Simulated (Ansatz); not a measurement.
# How fast states decay through CdB2Se2O2, part 3 of 3

Aim: relax a made-up compound, CdB2Se2O2, and see how good a tunnel barrier it would be. It is built by putting B for Ga, O for S in the CdGa2Se2S2 structure of space group C2, with the volume rescaled by atomic radii. The parent structure comes from the Materials Project.

Ansatz 0.2.0; r2SCAN DFT, plane waves, PAW files (the session's first sound run).

So far, decay constant at the filling level, zone centre (Å⁻¹): step 4 (complex bands, plane (001)) 0.0807; step 6 (plane (010)) 0.0713.

The structure was built from a prototype and need not be the compound's stable phase.

### Step 8. Complex bands at another level, cutoff 1306.15 eV

This step: r2SCAN DFT, plane waves, norm-conserving files; complex bands by layer matching along the plane's normal (Ansatz 0.2.0).

The complex bands at that level, over its own gap, at (0, 0) and (-0.5, -0.5).

Contents of input.yaml:

```yaml
crystal:
  lattice:
    - [5.40322141, 0.0, 0.0]
    - [-0.502213875, 5.379831115, 0.0]
    - [-1.707580734, -1.87440968, 3.554157259]
  atoms:
    - { symbol: Cd, position: [0.9322193676, 0.0677806324, 0.0] }
    - { symbol: B, position: [0.2916095154, 0.7083904846, 0.5] }
    - { symbol: B, position: [0.4703573757, 0.5296426243, 0.0] }
    - { symbol: Se, position: [0.4095600795, 0.119545669, 0.5585427775] }
    - { symbol: Se, position: [0.880454331, 0.5904399205, 0.4414572225] }
    - { symbol: O, position: [0.2881782338, 0.5223789031, 0.1578071801] }
    - { symbol: O, position: [0.4776210969, 0.7118217662, 0.8421928199] }
kpoints:
  mp_grid: { grid: [6, 6, 6] }
scf:
  occupations: { method: fixed }
hamiltonian:
  xc: r2scan
  pseudopotentials: { kind: nc }
output:
  eigenvalues: true
  transmission:
    leads: [[0, 0]]
    kpoints: [[0.0, 0.0], [-0.5, -0.5]]
    e_range: [-1.0, 1.27]
    de: 0.06
```

Command:

```bash
$ ansatz run input.yaml --threads 2 --pin off --max-ram 4096MiB --backend cpu --events-out ev --progress --plain --runs-dir out
```

Numbers of over 12 decimals in the logs are rounded to 6 here.

The log of the run:

```text
[...]
Crystal: 7 atoms, lattice volume = 103.314 Å³
Basis set: ecut = 1306.15 eV, 11057 PW (Γ)
Bands: 42, of which v1, the nominal top of the filled ones, is band 35 counted from 1 (34 counted from 0)
Symmetry: 2 space group operations
[...]
k-points: 68 of 216 (time reversal used)
[...]
SCF iter   1: F=—  HF=-12004.161309 eV  |F-HF|=—  |Δ(HF+E_count)|=         —  Δρ=8.31e-2  dr2=6.52e0  dr2_τ=8.43e0  ethr=3.10e-3  ⟨swp⟩=6.1  Hψ=12080  notcnv=0  defer=335
[...]
SCF iter   9: F=-12002.263019 eV  HF=-12002.263019 eV  |F-HF|=1.48e-7  |Δ(HF+E_count)|=   7.62e-8  Δρ=3.75e-6  dr2=1.25e-8  dr2_τ=2.51e-8  ethr=1.43e-10  ⟨swp⟩=14.5  Hψ=15245  notcnv=0
SCF 1 converged in 9 iterations: F = -12002.263019 eV  dr2 = 1.25e-8
transmission: 10 of 20 steps passed
transmission: 20 of 20 steps passed
SCF converged after 9 iterations
Free energy (F): -12002.263019 eV
[...]
Internal energy: -12002.263019 eV  (E = F + TS)
E sigma→0 (E₀):  -12002.263019 eV
Fermi energy:    9.104906 eV
[...]
--- Band table (eV; the first three rows and the last of 68) ---
  k-point 0: bands = [... 31 lower, 6.8864, 7.5109, 7.9804, 8.0309, 9.3786, 12.7265, 14.6229, 14.8703, ... 3 higher]
  k-point 1: bands = [... 31 lower, 6.4144, 7.0998, 7.4952, 8.0337, 10.0872, 13.2673, 13.9456, 14.7309, ... 3 higher]
  k-point 2: bands = [... 31 lower, 6.4976, 6.9426, 7.6431, 8.1774, 11.1381, 12.9424, 13.6721, 14.2289, ... 3 higher]
  k-point 67: bands = [... 31 lower, 5.8212, 6.4302, 8.0012, 8.0829, 9.8857, 12.9643, 13.2223, 14.9542, ... 3 higher]
--- Transmission ---
  basis      : 783 plane waves across, 10 finite elements along
  points     : 2, as listed
[...]
crystal 0  : O2Cd1B2Se2, at the sites [0, 0], period 3.5542 Å: whole cells are its period
[...]
channels       : 0.000000e0 a spin
[...]
slowest decay  : 0.0851 /Å at (0.0000, 0.0000)
```

Run time: 6 min. Hardware: 2 threads of AMD EPYC 9R45, shared host; peak memory 3.3 GiB; 11 min of CPU time.

Numbers from this step:

```
level to which the leads are filled                       : 0.1368 eV from the Fermi level
decay constant at the filling level, zone centre          : 0.08512 Å⁻¹
decay constant at the filling level, slowest listed point : 0.0851 Å⁻¹
```

K parallel (0, 0); values up to 1.5 1/Å, a degenerate pair printed once or twice; energies at which all values exceed this have no row. The Im kz of the slowest decaying states by energy, zero at the highest filled level on the SCF mesh:

```tsv
energy (eV)	decay 1 (Å⁻¹)	decay 2 (Å⁻¹)	decay 3 (Å⁻¹)	decay 4 (Å⁻¹)
-1.000	0.0776	0.279	0.525	0.719
-0.820	0.111	0.204	0.366	0.514
-0.700	0.124	0.296	0.391	0.511
-0.520	0.134	0.382	0.415	0.508
-0.340	0.114	0.135	0.431	0.438
-0.220	0.132	0.144	0.438	0.466
-0.040	0.118	0.175	0.447	0.499
0.020	0.110	0.183	0.449	0.501
0.080	0.0990	0.191	0.451	0.500
0.260	0.0291	0.210	0.455	0.498
0.440	0.225	0.455	0.497	0.556
0.560	0.233	0.454	0.496	0.565
0.740	0.244	0.449	0.498	0.575
0.920	0.252	0.441	0.503	0.581
1.040	0.256	0.432	0.509	0.584
1.220	0.262	0.417	0.521	0.584
```

K parallel (0, 0). The Re kz of states that move upwards by energy, zero at the highest filled level on the SCF mesh:

```tsv
energy (eV)	channel 1 (Å⁻¹)	channel 2 (Å⁻¹)
-1.000	0.488	0.765
-0.940	0.574	-
-0.820	0.683	-
-0.760	0.717	-
-0.700	0.746	-
-0.640	0.775	-
-0.520	0.862	-
-0.460	-	-
-0.400	-	-
-0.340	-	-
-0.220	-	-
-0.160	-	-
-0.100	-	-
0.020	-	-
0.080	-	-
0.140	-	-
0.200	-	-
0.320	0.0553	-
0.380	0.0864	-
0.440	0.112	-
0.560	0.156	-
0.620	0.176	-
0.680	0.196	-
0.740	0.216	-
0.860	0.255	-
0.920	0.275	-
0.980	0.294	-
1.040	0.313	-
1.160	0.350	-
1.220	0.368	-
```

K parallel (-0.5, -0.5); values up to 1.5 1/Å, a degenerate pair printed once or twice; energies at which all values exceed this have no row. Table of Im kz of the slowest decaying states by energy, zero at the highest filled level on the SCF mesh:

```tsv
energy (eV)	decay 1 (Å⁻¹)	decay 2 (Å⁻¹)	decay 3 (Å⁻¹)	decay 4 (Å⁻¹)
-1.000	0.0519	0.258	0.417	0.897
-0.880	0.116	0.291	0.400	0.890
-0.760	0.149	0.332	0.374	0.883
-0.640	0.170	0.367	0.376	0.876
-0.580	0.178	0.376	0.395	0.872
-0.460	0.189	0.398	0.424	0.865
-0.340	0.197	0.419	0.447	0.857
-0.220	0.200	0.438	0.466	0.849
-0.100	0.199	0.456	0.482	0.841
0.020	0.0407	0.195	0.472	0.495
0.080	0.0797	0.192	0.479	0.501
0.200	0.121	0.182	0.494	0.512
0.320	0.148	0.168	0.507	0.522
0.440	0.149	0.168	0.520	0.531
0.560	0.123	0.184	0.532	0.538
0.680	0.0853	0.197	0.544	0.544
0.800	0.208	0.516	0.550	0.598
0.860	0.212	0.490	0.552	0.637
0.980	0.221	0.463	0.556	0.694
1.100	0.228	0.445	0.559	0.762
1.220	0.234	0.431	0.561	0.756
```

K parallel (-0.5, -0.5). Re kz of states that move upwards, channel 1 against energy, zero at the highest filled level on the SCF mesh:

```tsv
energy (eV)	Re kz of states that move upwards, channel 1 (Å⁻¹)
-1.000	0.398
-0.940	0.453
-0.880	0.506
-0.820	0.564
-0.760	0.631
-0.700	0.705
-0.640	0.771
-0.580	0.824
-0.520	0.865
-0.460	-0.870
-0.400	-0.841
-0.340	-0.815
-0.280	-0.790
-0.220	-0.765
-0.160	-0.740
-0.100	-0.711
-0.040	-0.675
0.020	-
0.080	-
0.140	-
0.200	-
0.260	-
0.320	-
0.380	-
0.440	-
0.500	-
0.560	-
0.620	-
0.680	-
0.740	-
0.800	0.306
0.860	0.346
0.920	0.372
0.980	0.394
1.040	0.413
1.100	0.430
1.160	0.446
1.220	0.461
```

At the listed wavevectors the last open channel is at -0.04 eV and the next at +0.32 eV on the grid. At +0.14 eV, the grid energy nearest the filling level (the middle of the gap on the SCF mesh), the slowest state at the listed wavevectors decays with κ = 0.0851 Å⁻¹, its amplitude falling by e over 12 Å; the first such run, plane (001), gave 0.0807 Å⁻¹.

### Step 9. A check of the settings

This step: r2SCAN DFT, plane waves, PAW files; complex bands by layer matching along the plane's normal; changed: output.transmission.bias = [0.5], scf.max_iter = 75 (Ansatz 0.2.0).

This run repeats an earlier one, its twin (the complex run, plane (001)), with two settings changed (scf.max_iter, output.transmission.bias; files written aside). The setting was drawn as a possible misstep, on purpose. Where the input is shown as a difference, that is against the step before, not the twin.

input.yaml: that of step 8 with these lines changed.

```diff
@@ -17,5 +17,5 @@
   occupations: { method: fixed }
+  max_iter: 75
 hamiltonian:
   xc: r2scan
-  pseudopotentials: { kind: nc }
 output:
@@ -25,3 +25,4 @@
     kpoints: [[0.0, 0.0], [-0.5, -0.5]]
-    e_range: [-1.0, 1.27]
+    e_range: [-1.0, 1.26]
     de: 0.06
+    bias: [0.5]
```

The log of the run:

```text
Error: YAML parse error: error: line 28 column 5: unknown field `bias`, expected one of leads, temperature, e_range, de, kmesh, mesh_tolerance, kpoints, reduced_basis
  --> <input>:28:5
   |
26 |     e_range: [-1.0, 1.26]
27 |     de: 0.06
28 |     bias: [0.5]
   |     ^ unknown field `bias`, expected one of leads, temperature, e_range, de, kmesh, mesh_tolerance, kpoints, reduced_basis
```

Wall time 0.02 s (2 threads); peak memory 0.031 GiB.

The input was rejected at the start.

The program's message: “Error: YAML parse error: error: line 28 column 5: unknown field `bias`, expected one of leads, temperature, e_range, de, kmesh, mesh_tolerance, kpoints, reduced_basis”

The change that led to it: output.transmission.bias = [0.5].

### Step 10. A check of the settings

This step: r2SCAN DFT, plane waves, PAW files; complex bands by layer matching along the plane's normal; changed: kpoints.mp_grid.grid = [4, 4, 4], basis.ecutwfc = "450 eV" (Ansatz 0.2.0).

This run repeats an earlier one, its twin (the complex run, plane (001)), with two settings changed (kpoints.mp_grid.grid, basis.ecutwfc; files written aside). It is meant to test whether the SCF mesh is converged and whether the cutoff is converged. Where the input is shown as a difference, that is against the step before, not the twin.

input.yaml: that of step 9 with these lines changed.

```diff
@@ -14,6 +14,5 @@
 kpoints:
-  mp_grid: { grid: [6, 6, 6] }
+  mp_grid: { grid: [4, 4, 4] }
 scf:
   occupations: { method: fixed }
-  max_iter: 75
 hamiltonian:
@@ -27,2 +26,3 @@
     de: 0.06
-    bias: [0.5]
+basis:
+  ecutwfc: "450 eV"
```

The log of the run:

```text
Warning: basis.ecutwfc = 450 eV is below the records' recommended 500 eV, and the density's cutoff is lower with it unless basis.ecutrho_ratio is high enough to keep the records' density cutoff: compare with a run at a higher cutoff
[...]
Crystal: 7 atoms, lattice volume = 103.314 Å³
Basis set: ecut = 450 eV, 2253 PW (Γ), exchange–correlation on 160×160×128 points (64 copies of the dense FFT grid, shifted against one another)
Bands: 42, of which v1, the nominal top of the filled ones, is band 35 counted from 1 (34 counted from 0)
Symmetry: 2 space group operations
[...]
k-points: 24 of 64 (time reversal used)
[...]
SCF iter   1: F=—  HF=-20677.780686 eV  |F-HF|=—  |Δ(HF+E_count)|=         —  Δρ=1.09e-2  dr2=1.40e-1  dr2_τ=4.32e-1  ethr=1.77e-3  ⟨swp⟩=5.0  Hψ=3325  notcnv=0  defer=118
[...]
SCF iter   8: F=-20677.908189 eV  HF=-20677.908189 eV  |F-HF|=1.06e-9  |Δ(HF+E_count)|=   5.76e-8  Δρ=3.90e-6  dr2=1.51e-8  dr2_τ=8.37e-10  ethr=1.43e-10  ⟨swp⟩=10.0  Hψ=3972  notcnv=0
SCF 1 converged in 8 iterations: F = -20677.908189 eV  dr2 = 1.51e-8
[...]
transmission: 5 of 10 steps passed
transmission: 10 of 10 steps passed
SCF converged after 8 iterations
Free energy (F): -20677.908189 eV
[...]
Internal energy: -20677.908189 eV  (E = F + TS)
E sigma→0 (E₀):  -20677.908189 eV
Fermi energy:    8.904108 eV
[...]
--- Band table (eV; the first three rows and the last of 24) ---
  k-point 0: bands = [... 31 lower, 6.6804, 7.3090, 7.7783, 7.8272, 9.1636, 12.5318, 14.4334, 14.6588, ... 3 higher]
  k-point 1: bands = [... 31 lower, 6.3222, 6.7664, 7.1673, 7.8747, 10.3719, 13.0695, 13.5098, 14.2740, ... 3 higher]
  k-point 2: bands = [... 31 lower, 6.1560, 6.7348, 7.9560, 8.3900, 11.8766, 12.3350, 12.7738, 13.9225, ... 3 higher]
  k-point 23: bands = [... 31 lower, 5.6169, 6.2179, 7.7963, 7.8768, 9.6710, 12.7681, 13.0210, 14.7539, ... 3 higher]
--- Transmission ---
  basis      : 277 plane waves across, 5 finite elements along
  points     : 2, as listed
[...]
channels       : 0.000000e0 a spin
[...]
slowest decay  : 0.0806 /Å at (0.0000, 0.0000)
```

Elapsed: 21 s, on 2 threads; peak memory 1 GiB.

This number moved little. The least decay constant is 0.0806 Å⁻¹ against 0.0807 Å⁻¹ in the twin: no change within 1 %, at 0.61 times the CPU time.

The two runs compared:

```tsv
quantity	this run	sound run	difference
free energy (eV)	-20677.91	-20677.92	0.00742
Fermi energy (eV)	8.9041	8.9038	3.5e-4
gap on the k-mesh (eV)	0.25947	0.25983	-3.6e-4
level to which the leads are filled (eV from the Fermi level)	0.12973	0.12992	-1.8e-4
decay constant at the filling level, zone centre (Å⁻¹)	0.08058	0.0807	-1.2e-4
decay constant at the filling level, slowest listed point (Å⁻¹)	0.0806	0.0807	-1.0e-4
```

### Step 11. Results

```yaml
band_gap: 0.260 eV
least_decay_constant_at_mid_gap_normal_to_001: 0.0807 Å⁻¹
least_decay_constant_at_mid_gap_normal_to_010: 0.0713 Å⁻¹
least_decay_constant_on_a_mesh_normal_to_001: 0.0835 Å⁻¹
least_decay_constant_norm_conserving_files: 0.0851 Å⁻¹
```

In words: With r2SCAN, the slowest decay at the wavevectors tried is κ = 0.0713 Å⁻¹, normal to (010). Through such a film the transmission near mid-gap falls as exp(−2κd), a factor of ten every 16 Å. The directions tried decay at nearly the same rate. A free electron under a barrier of half the gap would need a mass of 0.15 mₑ to decay at this rate. With norm-conserving files the gap goes from 0.260 to 0.274 eV and the decay constant, over the first 2 listed wavevectors, from 0.0807 to 0.0851 Å⁻¹. The compound is made up by substitution; its stability against other phases and against distortions of the cell's symmetry was not tested. r2SCAN still narrows gaps, if less than LDA and GGA do, so real decay constants are likely larger.

[Logs are printed without paths, hosts, clocks, repeated set-up lines and the standing remarks that a program may print on its own settings, such as how far it seeks lower states.]

[Hosts, paths, dates, database ids (printed as entryN), source tags and the programs' standing remarks are cut or masked in the printed files.]
